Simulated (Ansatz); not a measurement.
# Formation energy and levels of the interstitial Li_i (void) in MgO (Fm-3m)

Aim: at which Fermi levels does Li_i (void) in MgO (Fm-3m) change its charge? The model is a cell of 54 host atoms with 1 Li put in.

Calculated with Ansatz 0.2.0; place-levels on r2SCAN runs: charge-transition levels and formation energies with image-charge correction and potential alignment at the atomic sites; PAW set soft_1.

The experiments to compare with:

For MgO, rocksalt (bulk crystal), “Electronic structure of alkaline earth and post-transition metal oxides” (2009, arxiv:0908.1581) quotes earlier work: band gap (literature experimental gap) 7.83 eV [Literature value based on experiment; other listed experimental values range from 7.7 to …].

This is a report of a sequence of runs, with most program output left out.

## Step 1: Starting point

The cell holds 55 atoms: 27 Mg, 27 O and 1 Li. Cell: a = 8.925 Å, b = 8.925 Å, c = 8.925 Å, α = 60.0°, β = 60.0°, γ = 60.0°. It derives from MgO (space group Fm-3m). Nearest the centre at fractional (0.250, 0.250, 0.917): Li55 at 0.00 Å, Mg25 at 1.82 Å, O2 at 1.82 Å, Mg19 at 1.82 Å, O24 at 1.82 Å, O12 at 1.82 Å, Mg7 at 1.82 Å, Mg29 at 1.82 Å.

Coordinates:

```xyz
55
Lattice="0.0000 6.3112 6.3112 6.3112 0.0000 6.3112 6.3112 6.3112 0.0000" Properties=species:S:1:pos:R:3 pbc="T T T"
Mg    0.0000    0.0000    0.0000
O     2.1037    2.1037    2.1037
Mg    2.1037    2.1037    0.0000
O     4.2075    4.2075    2.1037
Mg    4.2075    4.2075    0.0000
O     6.3112    6.3112    2.1037
Mg    2.1037    0.0000    2.1037
O     4.2075    2.1037    4.2075
Mg    4.2075    2.1037    2.1037
O     6.3112    4.2075    4.2075
Mg    6.3112    4.2075    2.1037
O     8.4150    6.3112    4.2075
Mg    4.2075    0.0000    4.2075
O     6.3112    2.1037    6.3112
Mg    6.3112    2.1037    4.2075
O     8.4150    4.2075    6.3112
Mg    8.4150    4.2075    4.2075
O    10.5187    6.3112    6.3112
Mg    0.0000    2.1037    2.1037
O     2.1037    4.2075    4.2075
Mg    2.1037    4.2075    2.1037
O     4.2075    6.3112    4.2075
Mg    4.2075    6.3112    2.1037
O     6.3112    8.4150    4.2075
Mg    2.1037    2.1037    4.2075
O     4.2075    4.2075    6.3112
Mg    4.2075    4.2075    4.2075
O     6.3112    6.3112    6.3112
Mg    6.3112    6.3112    4.2075
O     8.4150    8.4150    6.3112
Mg    4.2075    2.1037    6.3112
O     6.3112    4.2075    8.4150
Mg    6.3112    4.2075    6.3112
O     8.4150    6.3112    8.4150
Mg    8.4150    6.3112    6.3112
O    10.5187    8.4150    8.4150
Mg    0.0000    4.2075    4.2075
O     2.1037    6.3112    6.3112
Mg    2.1037    6.3112    4.2075
O     4.2075    8.4150    6.3112
Mg    4.2075    8.4150    4.2075
O     6.3112   10.5187    6.3112
Mg    2.1037    4.2075    6.3112
O     4.2075    6.3112    8.4150
Mg    4.2075    6.3112    6.3112
O     6.3112    8.4150    8.4150
Mg    6.3112    8.4150    6.3112
O     8.4150   10.5187    8.4150
Mg    4.2075    4.2075    8.4150
O     6.3112    6.3112   10.5187
Mg    6.3112    6.3112    8.4150
O     8.4150    8.4150   10.5187
Mg    8.4150    8.4150    8.4150
O    10.5187   10.5187   10.5187
Li    7.3631    7.3631    3.1556
```

Screening for the image-charge correction: ε∞ = 3.24, ε0 = 10.37, from a response run on this crystal (DFPT, PBEsol) at that run's own cell.

The cell's shortest repeat is 8.9 Å.

## Step 2: Charge states

Levels follow from differences of total energies between charge states, each relaxed by itself.

Random displacements of about 0.05 Å break the site symmetry at the start, so that the relaxation can reach a distorted minimum if there is one. Forces are taken at one point at (¼, ¼, ¼). The cell holds 1 electron fewer than the neutral one, with a uniform background that keeps it neutral on the whole.

The sampling was tested on the host first: at the k-points planned (1x1x1 shifted 0.25 0.25 0.25) its energy lies 0.020 eV an atom from the dense-mesh value, under the bound of 0.02 eV set for this test; that bounds the host's error, not the defect's.

One of the inputs; charge, spin and start change from state to state.

File qp1.relax/input.yaml:

```yaml
crystal:
  lattice:
    - [0.0, 2.10374764, 2.10374764]
    - [2.10374764, 0.0, 2.10374764]
    - [2.10374764, 2.10374764, 0.0]
  atoms:
    - { symbol: Mg, position: [0.0, 0.0, 0.0] }
    - { symbol: O, position: [0.5, 0.5, 0.5] }
  supercell: [3, 3, 3]
  defects: [{ interstitial: { symbol: Li, position: [0.25, 0.25, 0.916667] } }]
total_charge: 1
basis:
  ecutwfc: 500
  xc_grid: 2
hamiltonian:
  xc: r2scan
  pseudopotentials: { kind: paw, azcp: { folder: soft_1 } }
kpoints:
  mp_grid: { grid: [1, 1, 1], shift: [0.25, 0.25, 0.25] }
scf:
  occupations: { method: fixed }
  max_iter: 100
output:
  forces: true
  charged_corrections: { epsilon: 3.24, static_epsilon: 10.37 }
relax:
  f_tol: 0.02
  max_steps: 80
  random_displacement: { amplitude: 0.05, seed: 1627 }
checkpoint:
  write: "../qp1.relax.run"
  compress: false
  write_wavefunctions: true
  write_every: 100000
```

Started as:

```console
$ ansatz run input.yaml --threads 4 --pin off --max-ram 7536MiB --backend cpu --events-out ev --progress --plain --runs-dir out
```

Defect states can disperse in a cell of this size, so the energy is taken again at a 2×2×2 shifted mesh, on the relaxed structure.

The run of this state that the levels use, under r2SCAN:

File qp1.point/input.yaml:

```yaml
crystal:
  checkpoint: "../qp1.relax.run"
  host: checkpoint
total_charge: 1
basis:
  ecutwfc: 500
  xc_grid: 2
hamiltonian:
  xc: r2scan
  pseudopotentials: { kind: paw, azcp: { folder: soft_1 } }
kpoints:
  mp_grid: { grid: [2, 2, 2], shift: [0.5, 0.5, 0.5] }
scf:
  occupations: { method: fermi_dirac, width: 0.01 }
  max_iter: 100
output:
  forces: true
  eigenvalues: true
  charged_corrections:
    epsilon: 3.24
    static_epsilon: 10.37
    defect_position: [0.25, 0.25, 0.916667]
  eigenstates: { localisation: true }
  populations: true
  band_densities: [{ bands: [v1, v1] }, { bands: [c1, c1] }]
  write_density: true
  write_potential: true
  volumetric_format: npy
  elf: true
checkpoint:
  read: "../qp1.relax.run"
  write: "../qp1.point.run"
  compress: false
  write_wavefunctions: false
  write_every: 100000
```

Relaxations under r2SCAN at one point at (¼, ¼, ¼); times on 4 threads of Arm Neoverse V2, shared host:

```csv
charge,moment (μB),occupations,outcome,steps,largest displacement against the far atoms (Å),time
0,1,fixed,converged,8,0.23,2.9 min
+1,0,fixed,converged,4,0.23,44 s
```

Single points under r2SCAN at a 2×2×2 shifted mesh; times on 4 threads of Arm Neoverse V2, shared host:

```csv
charge,moment (μB),occupations,outcome,time
0,1,fermi-dirac,converged,2 min
+1,0,fermi-dirac,converged,48 s
```

Distances (Å) from Li55 to the nearest atoms after relaxation with r2SCAN:

```csv
charge,moment (μB),1.,2.,3.,4.,5.,6.
0,1,O 1.78,O 1.78,O 1.78,O 1.78,Mg 2.05,Mg 2.05
+1,0,O 1.78,O 1.78,O 1.78,O 1.78,Mg 2.04,Mg 2.05
```

## Step 3: Placing the levels, r2SCAN

A charged cell interacts with its images and the background, and its potential has another zero than the host's. place-levels removes the first by a point-charge model, screened by the static dielectric constant since the ions have relaxed around the charge, and the second by comparing potentials at atoms far from the defect.

The host is a run of the defect-free crystal in the same cutoffs, grids and k-points, so that basis and sampling errors cancel in part in the differences. The host is run in a cell of 2 atoms on a matching mesh. Its band edges are searched through the zone by a band path, so the gap is smaller than, or equal to, that on the mesh. Chemical potentials are energies per atom of Li (bcc), run with the same functional and cutoff.

File levels.point.yaml:

```yaml
host:
  run: host.point.run
states: [q0_M1.point.run, qp1.point.run]
geometry_from:
  q0_M1.point.run: q0_M1.relax.run
  qp1.point.run: qp1.relax.run
chemical_potentials:
  Li:
    energy: -205.132397
    dataset: <sha256 of the dataset>
epsilon: 3.24
static_epsilon: 10.37
vertical:
  - { from: qp1.point.run, to: qp1.point_neutral.run }
```

Started as:

```console
$ ansatz place-levels levels.point.yaml -- --threads 4 --pin off --max-ram 7536MiB
```

Wall time 0.16 s (4 threads of Arm Neoverse V2, shared host).

Levels between the charges placed, in eV above the valence top:

```csv
,gap (eV),(+1/0)
r2SCAN,5.68,5.72
```

Corrections by state:

```csv
charge,moment (μB),image terms and alignment (eV),band filling (eV),ε used,"over the lowest of its charge, as the program ranks them, band filling apart (eV)"
+1,0.0,0.378,-,10.37,0.000
0,1.0,0.000,-0.788,-,0.000
```

The charged structures listed were also run neutral, and place-levels reads from each pair, by the potential or the spins, how wide the charge is by which they differ; that can be the carrier of either run.

```csv
charge,rms radius (Å),spread where it is widest against the cell (Å),wide from (Å),reading
+1,5.2,3.01,1.26,wide
```

The neutral runs of these pairs need not share the spin of the lowest neutral state, and very wide values only mean spread over the cell.

From the program's caveats on the states, each cut to its opening words:

- charge +1: it parts from the run at its places by a charge that spreads by about 3 Å along one vector (1.3 Å or more is wide), by its potential at epsilon 3.24, taken for [...]
- charge +1: its alignment with the host at atomic sites is doubtful: the mean over the far sites moves by -0.0664 eV from their farther parts to their nearer, more than [...]
- charge 0 (1 μB): a band-filling correction moves a carrier to the host's band edge, which changes its energy by -0.788 eV
- charge 0 (1 μB): its alignment with the host at atomic sites is doubtful: the mean over the far sites moves by -0.0839 eV from their farther parts to their nearer, more than [...]
- charge 0 (1 μB): its moments are held at its close (magnetization.spin_locking), by a field of 0.418 eV a Bohr magneton, and its energy and levels are of the state that this [...]
- charge 0 (1 μB): flagged: stability check not made

The host's formation energy from the elements is -2.963 eV per atom; it sets how far the chemical potentials can move.

Formation energies (eV), Mg-rich (Δμ(Mg) = 0.00 eV, Δμ(O) = -5.93 eV, Δμ(Li) = 0.00 eV):

```csv
charge,Fermi level at the valence top,at the conduction bottom
+1,-0.36,5.32
0,5.36,5.36
```

Formation energies (eV), O-rich (Δμ(O) = 0.00 eV, Δμ(Mg) = -5.93 eV, Δμ(Li) = 0.00 eV):

```csv
charge,Fermi level at the valence top,at the conduction bottom
+1,-0.36,5.32
0,5.36,5.36
```

## Step 4: The same at the relaxations' own k-points

The relaxations' own energies give the levels at their sampling, for comparison.

File levels.relax_mesh.yaml:

```yaml
host:
  run: host.relax.run
states: [q0_M1.relax.run, qp1.relax.run]
chemical_potentials:
  Li:
    energy: -205.132397
    dataset: <sha256 of the dataset>
```

Started as:

```console
$ ansatz place-levels levels.relax_mesh.yaml -- --threads 4 --pin off --max-ram 7536MiB
```

The job ended after 0.07 s (4 threads).

Levels between neighbouring charges, in eV above the valence top:

```csv
,gap (eV),(+1/0)
"one point at (¼, ¼, ¼)",5.66,5.70
a 2×2×2 shifted mesh,5.68,5.72
```

Going from one point at (¼, ¼, ¼) to a 2×2×2 shifted mesh moves formation energies against the elements by up to 0.01 eV; band-filling terms, which differ between samplings, are in these energies.

## Step 5: Summary of results

```
gap of the host                                                          : 5.68 eV (r2SCAN)
level (plus 1/0)                                                         : 5.72 eV above the valence top, past the conduction bottom (6.51 eV above the valence top without the band-filling term)
lowest of the charges placed, just above the valence top (0.02 eV)       : +1
lowest of the charges placed, just below the conduction bottom (0.02 eV) : +1
lowest formation energy at mid-gap of the charges run, Mg-rich           : 2.48 eV
lowest formation energy at mid-gap of the charges run, O-rich            : 2.48 eV
```

In words: Of the charges placed (0 and +1), +1 is the lowest from 0.02 eV above the valence top to 0.02 eV below the conduction bottom, a gap of 5.68 eV. Charges above +1 and below 0 were not placed, so these runs say nothing of levels that involve them. States placed: +1 at 0 μB; 0 at 1 μB. Other spin states or structures, where not listed, weren't placed. The program finds carriers beyond a band edge of the host and adds a band-filling term at charge 0 (-0.79 eV); steps to such a charge show no bound level, and a defect level inside a band would be read the same way. Li is taken at its element; compounds, which aren't counted here, bound the chemical potentials and would shift these formation energies. Going from one point at (¼, ¼, ¼) to a 2×2×2 shifted mesh moves formation energies against the elements by up to 0.01 eV; band-filling terms, which differ between samplings, are in these energies. The program doubts the alignment of potentials for at least one state, a sign that the cell is small. What this leaves open: the images are only 8.9 Å apart; r2SCAN makes the gap too small and tends to spread out bound carriers; where a gas molecule sets a chemical potential or the host's formation energy, its binding is uncorrected.

Computed beside measured:

| quantity | measured | r2SCAN |
| --- | --- | --- |
| band gap (least gap of the host) (eV) | 7.83 | 5.68 (-2.15 eV) |

Measured values from arxiv:0908.1581 (2009).

Verdict: The band gap is off by -2.15 eV: a clear miss. Local and semilocal functionals usually give gaps below the measured ones. Zero-point and thermal motion shift the measured gap.

[Logs are printed without paths, hosts, clocks, repeated set-up lines and the standing remarks that a program may print on its own settings, such as how far it seeks lower states.]

[Hosts, paths, dates, database ids (printed as entryN), source tags and the programs' standing remarks are cut or masked in the printed files.]

[Where a table of states has a column of steps, it counts the stored structures, which are thinned; the runs took as many ionic steps or more.]

[A defect's name tells the site on which it was built; relaxed atoms can leave that site.]

[For some hosts the program warned that the k-mesh of the response run may be too coarse for force constants and the static dielectric constant; such warnings are not shown here.]
